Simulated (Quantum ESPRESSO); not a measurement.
**MnF2: which magnetic order is lowest**

A self-consistent run ends on one state, which hangs on the start. Several orders of MnF2 are started in Quantum ESPRESSO and their energies compared.

Method: PBEsol with U = 4 eV on Mn d (ortho-atomic projectors); plane waves with GBRV 1.5 PBEsol potentials, no spin-orbit coupling, in Quantum ESPRESSO 7.5.

## (1) Starting point

Symmetry: P4_2/mnm, No. 136, tetragonal system. The conventional cell has a = 4.874 Å, b = 4.874 Å, c = 3.311 Å, α = 90.00°, β = 90.00°, γ = 90.00°. Nearest to Mn lie 6 F at 2.10 to 2.13 Å. Nearest to F lie 3 Mn at 2.10 to 2.13 Å. Farther neighbours and most contacts between anions are not listed.

The cell comes from the Crystallography Open Database.

## (2) Start 1: ferro ++

The signs are those of the starting moments on the seeded atoms, the atoms that are given a moment.

Contents of pw.in:

```
&CONTROL
  calculation = 'scf'
  prefix = 'pwscf'
  outdir = './tmp'
  pseudo_dir = './pseudo'
  disk_io = 'nowf'
/
&SYSTEM
  ibrav = 0
  celldm(1) = 8
  nat = 6
  ntyp = 2
  ecutwfc = 40
  ecutrho = 280
  nbnd = 44
  occupations = 'smearing'
  smearing = 'fd'
  degauss = 0.00367493
  nspin = 2
  starting_magnetization(1) = 0.3
  starting_magnetization(2) = 0
/
&ELECTRONS
  conv_thr = 1.2d-08
  electron_maxstep = 150
  mixing_beta = 0.3
/
ATOMIC_SPECIES
Mn     54.9380 mn_pbesol_v1.5.uspp.F.UPF
F      18.9984 f_pbesol_v1.4.uspp.F.UPF
CELL_PARAMETERS alat
   1.1512683982751    0.0000000000000    0.0000000000000
   0.0000000000000    1.1512683982751    0.0000000000000
   0.0000000000000    0.0000000000000    0.7820395350998
ATOMIC_POSITIONS crystal
Mn      0.0000000000    0.0000000000    0.0000000000
Mn      0.5000000000    0.5000000000    0.5000000000
F       0.3053000000    0.3053000000    0.0000000000
F       0.1947000000    0.8053000000    0.5000000000
F       0.6947000000    0.6947000000    0.0000000000
F       0.8053000000    0.1947000000    0.5000000000
K_POINTS automatic
6 6 6 0 0 0
HUBBARD {ortho-atomic}
U Mn-3d 4.0000
```

On the command line:

```bash
$ OMP_NUM_THREADS=1 mpirun -n 4 pw.x -nk 4 -in pw.in > pw.out
```

Log:

```text
Program PWSCF v.7.5 starts

     Message from routine setup:
     using ibrav=0 with symmetry is DISCOURAGED, use correct ibrav instead

     K-points division:     npool     =       4
     Subspace diagonalization in iterative solution of the eigenvalue problem:

     G-vector sticks info
     --------------------
     sticks:   dense  smooth     PW     G-vecs:    dense   smooth      PW
     Sum        1893    1085    333                42069    18157    3081

     Using Slab Decomposition

     bravais-lattice index     =            0
     lattice parameter (alat)  =       8.0000  a.u.
     unit-cell volume          =     530.7034 (a.u.)^3
     number of atoms/cell      =            6
     number of atomic types    =            2
     number of electrons       =        58.00
     number of Kohn-Sham states=           44
     kinetic-energy cutoff     =      40.0000  Ry
     charge density cutoff     =     280.0000  Ry
     scf convergence threshold =      1.2E-08
     mixing beta               =       0.3000
     number of iterations used =            8  plain     mixing
     Exchange-correlation= SLA  PW   PSX  PSC
                           (   1   4  10   8   0   0   0)
     Hubbard projectors: ortho-atomic
     Hubbard parameters of DFT+U (Dudarev formulation) in eV:
     U(Mn-3d) =  4.0000

     Internal variables: lda_plus_u =T, lda_plus_u_kind = 0

     Internal variables: orbital_resolved =F, hub_pot_fix =F, apply_U = F

     celldm(1)=   8.000000  celldm(2)=   0.000000  celldm(3)=   0.000000
     celldm(4)=   0.000000  celldm(5)=   0.000000  celldm(6)=   0.000000

     crystal axes: (cart. coord. in units of alat)
               a(1) = (   1.151268   0.000000   0.000000 )
               a(2) = (   0.000000   1.151268   0.000000 )
               a(3) = (   0.000000   0.000000   0.782040 )

     reciprocal axes: (cart. coord. in units 2 pi/alat)
               b(1) = (  0.868607  0.000000  0.000000 )
               b(2) = (  0.000000  0.868607  0.000000 )
               b(3) = (  0.000000  0.000000  1.278708 )

     PseudoPot. # 1 for Mn read from file:
     mn_pbesol_v1.5.uspp.F.UPF
     Pseudo is Ultrasoft + core correction, Zval = 15.0
     Generated by new atomic code, or converted to UPF format
     Using radial grid of  859 points,  6 beta functions with:
                l(1) =   0
                l(2) =   0
                l(3) =   1
                l(4) =   1
                l(5) =   2
                l(6) =   2
     Q(r) pseudized with  8 coefficients,  rinner =    0.950   0.950   0.950
                                                       0.950   0.950

     PseudoPot. # 2 for F  read from file:
     f_pbesol_v1.4.uspp.F.UPF
     Pseudo is Ultrasoft, Zval =  7.0
     Generated by new atomic code, or converted to UPF format
     Using radial grid of  799 points,  4 beta functions with:
                l(1) =   0
                l(2) =   0
                l(3) =   1
                l(4) =   1
     Q(r) pseudized with  8 coefficients,  rinner =    0.950   0.950   0.950

     atomic species   valence    mass     pseudopotential
     Mn               15.00    54.93800     Mn( 1.00)
     F                 7.00    18.99840     F ( 1.00)

     Starting magnetic structure
     atomic species   magnetization
     Mn              0.300
     F               0.000

     16 Sym. Ops., with inversion, found ( 8 have fractional translation)

   Cartesian axes

     site n.     atom                  positions (alat units)
         1        Mn     tau(   1) = (   0.0000000   0.0000000   0.0000000  )
         2        Mn     tau(   2) = (   0.5756342   0.5756342   0.3910198  )
         3        F      tau(   3) = (   0.3514822   0.3514822   0.0000000  )
         4        F      tau(   4) = (   0.2241520   0.9271164   0.3910198  )
         5        F      tau(   5) = (   0.7997862   0.7997862   0.0000000  )
         6        F      tau(   6) = (   0.9271164   0.2241520   0.3910198  )

     number of k points=    40  Fermi-Dirac smearing, width (Ry)=  0.0037
                       cart. coord. in units 2pi/alat
        k(    1) = (   0.0000000   0.0000000   0.0000000), wk =   0.0046296
        k(    2) = (   0.0000000   0.0000000   0.2131180), wk =   0.0092593
        k(    3) = (   0.0000000   0.0000000   0.4262359), wk =   0.0092593
        k(    4) = (   0.0000000   0.0000000  -0.6393539), wk =   0.0046296
        k(    5) = (   0.0000000   0.1447679   0.0000000), wk =   0.0185185
        [... 35 further k-points ...]

     Dense  grid:    42069 G-vectors     FFT dimensions: (  50,  50,  36)

     Smooth grid:    18157 G-vectors     FFT dimensions: (  40,  40,  30)

     Check: negative core charge=   -0.000039
     Generating pointlists ...
     new r_m :   0.2050 (alat units)  1.6403 (a.u.) for type    1
     new r_m :   0.2050 (alat units)  1.6403 (a.u.) for type    2

     Initial potential from superposition of free atoms

     starting charge      56.9998, renormalised to      58.0000

     STARTING HUBBARD OCCUPATIONS:

     =================== HUBBARD OCCUPATIONS ===================
     ------------------------ ATOM    1 ------------------------
     Tr[ns(  1)] (up, down, total) =   5.00000  0.00000  5.00000
     Atomic magnetic moment for atom   1 =   5.00000
     [... lines left out ...]
     ------------------------ ATOM    2 ------------------------
     Tr[ns(  2)] (up, down, total) =   5.00000  0.00000  5.00000
     Atomic magnetic moment for atom   2 =   5.00000
     [... lines left out ...]
     Number of occupied Hubbard levels =   10.0000

     Atomic wfc used for Hubbard projectors are orthogonalized

     Starting wfcs are   42 randomized atomic wfcs +    2 random wfcs

     Self-consistent Calculation

     iteration #  1     ecut=    40.00 Ry     beta= 0.30
     Davidson diagonalization with overlap
     ethr =  1.00E-02,  avg # of iterations =  5.1

     =================== HUBBARD OCCUPATIONS ===================
     ------------------------ ATOM    1 ------------------------
     Tr[ns(  1)] (up, down, total) =   4.97265  0.13446  5.10711
     Atomic magnetic moment for atom   1 =   4.83820
     [... lines left out ...]
     ------------------------ ATOM    2 ------------------------
     Tr[ns(  2)] (up, down, total) =   4.97265  0.13446  5.10711
     Atomic magnetic moment for atom   2 =   4.83820
     [... lines left out ...]
     Number of occupied Hubbard levels =   10.2142

     Threshold (ethr) on eigenvalues was too large:
     Diagonalizing with lowered threshold

     Davidson diagonalization with overlap
     ethr =  7.43E-04,  avg # of iterations =  1.0

     total energy              =    -616.42068075 Ry
     estimated scf accuracy    <       0.43882502 Ry

     total magnetization       =    10.00 Bohr mag/cell
     absolute magnetization    =    10.00 Bohr mag/cell

     iteration #  2     ecut=    40.00 Ry     beta= 0.30
     Davidson diagonalization with overlap
     ethr =  7.57E-04,  avg # of iterations =  1.6

     total energy              =    -616.48839815 Ry
     estimated scf accuracy    <       0.05331954 Ry

     total magnetization       =    10.00 Bohr mag/cell
     absolute magnetization    =    10.00 Bohr mag/cell

     iteration #  3     ecut=    40.00 Ry     beta= 0.30
     Davidson diagonalization with overlap
     ethr =  9.19E-05,  avg # of iterations =  2.4

     negative rho (up, down):  0.000E+00 1.004E-03

     total energy              =    -616.50111788 Ry
     estimated scf accuracy    <       0.02068097 Ry

     total magnetization       =    10.00 Bohr mag/cell
     absolute magnetization    =    10.00 Bohr mag/cell

     [... further iterations left out ...]

     iteration #  8     ecut=    40.00 Ry     beta= 0.30
     Davidson diagonalization with overlap
     ethr =  1.09E-09,  avg # of iterations =  2.7

     negative rho (up, down):  0.000E+00 1.516E-03

     total energy              =    -616.50314780 Ry
     estimated scf accuracy    <       0.00000316 Ry

     total magnetization       =    10.00 Bohr mag/cell
     absolute magnetization    =    10.00 Bohr mag/cell

     iteration #  9     ecut=    40.00 Ry     beta= 0.30
     Davidson diagonalization with overlap
     ethr =  1.09E-09,  avg # of iterations =  2.5

     negative rho (up, down):  0.000E+00 1.515E-03

     total energy              =    -616.50314872 Ry
     estimated scf accuracy    <       0.00000007 Ry

     total magnetization       =    10.00 Bohr mag/cell
     absolute magnetization    =    10.00 Bohr mag/cell

     iteration # 10     ecut=    40.00 Ry     beta= 0.30
     Davidson diagonalization with overlap
     ethr =  1.27E-10,  avg # of iterations =  1.4

     negative rho (up, down):  0.000E+00 1.514E-03

     total energy              =    -616.50314876 Ry
     estimated scf accuracy    <       0.00000002 Ry

     total magnetization       =    10.00 Bohr mag/cell
     absolute magnetization    =    10.00 Bohr mag/cell

     iteration # 11     ecut=    40.00 Ry     beta= 0.30
     Davidson diagonalization with overlap
     ethr =  2.90E-11,  avg # of iterations =  2.5

     negative rho (up, down):  0.000E+00 1.514E-03

     Magnetic moment per site  (integrated on atomic sphere of radius R)
     atom   1 (R=0.205)  charge= 12.3259  magn=  4.2376
     atom   2 (R=0.205)  charge= 12.3259  magn=  4.2376
     atom   3 (R=0.205)  charge=  6.7070  magn=  0.0680
     atom   4 (R=0.205)  charge=  6.7070  magn=  0.0680
     atom   5 (R=0.205)  charge=  6.7070  magn=  0.0680
     atom   6 (R=0.205)  charge=  6.7070  magn=  0.0680

     End of self-consistent calculation

     =================== HUBBARD OCCUPATIONS ===================
     ------------------------ ATOM    1 ------------------------
     Tr[ns(  1)] (up, down, total) =   4.98792  0.19295  5.18087
     Atomic magnetic moment for atom   1 =   4.79497
     [... lines left out ...]
     ------------------------ ATOM    2 ------------------------
     Tr[ns(  2)] (up, down, total) =   4.98792  0.19295  5.18087
     Atomic magnetic moment for atom   2 =   4.79497
     [... lines left out ...]
     Number of occupied Hubbard levels =   10.3617

     [... lines left out ...]
     the Fermi energy is     6.9008 ev

!    total energy              =    -616.50314881 Ry
     estimated scf accuracy    <          2.4E-09 Ry
     smearing contrib. (-TS)   =      -0.00000000 Ry
     internal energy E=F+TS    =    -616.50314881 Ry

     The total energy is F=E-TS. E is the sum of the following terms:
     one-electron contribution =    -374.50415168 Ry
     hartree contribution      =     212.13743467 Ry
     xc contribution           =     -90.00732318 Ry
     ewald contribution        =    -364.18633894 Ry
     Hubbard energy            =       0.05723032 Ry

     total magnetization       =    10.00 Bohr mag/cell
     absolute magnetization    =    10.00 Bohr mag/cell

     convergence has been achieved in  11 iterations

=------------------------------------------------------------------------------=
   JOB DONE.
=------------------------------------------------------------------------------=
```

The job ended after 46 s (4 MPI ranks of Arm Neoverse V1, shared host; peak memory 0.57 GiB; 3.1 min of CPU time).

Spin moment in the atom's sphere by atom:

| atom | spin moment in the atom's sphere (μB) |
| --- | --- |
| Mn1 | 4.24 |
| Mn2 | 4.24 |
| F3 | 0.07 |
| F4 | 0.07 |
| F5 | 0.07 |
| F6 | 0.07 |

This step gave:

```yaml
smearing_term_ts: 8.41e-12 eV
magnetization: 10 μB
absolute_magnetization: 10 μB
final_state: ferromagnetic
```

(Part 1 of 2 ends here.)

[Logs and program files are shortened in this print: banners, set-up blocks, solver, clock and traceback lines can be left out without a mark of their own.]

[Logs are printed without paths, hosts, clocks, repeated set-up lines and the standing remarks that a program may print on its own settings, such as how far it seeks lower states.]

[Hosts, paths, dates, database ids (printed as entryN), source tags and the programs' standing remarks are cut or masked in the printed files.]

[Where a cell is said to come from a database of computed structures, the database is the Materials Project.]
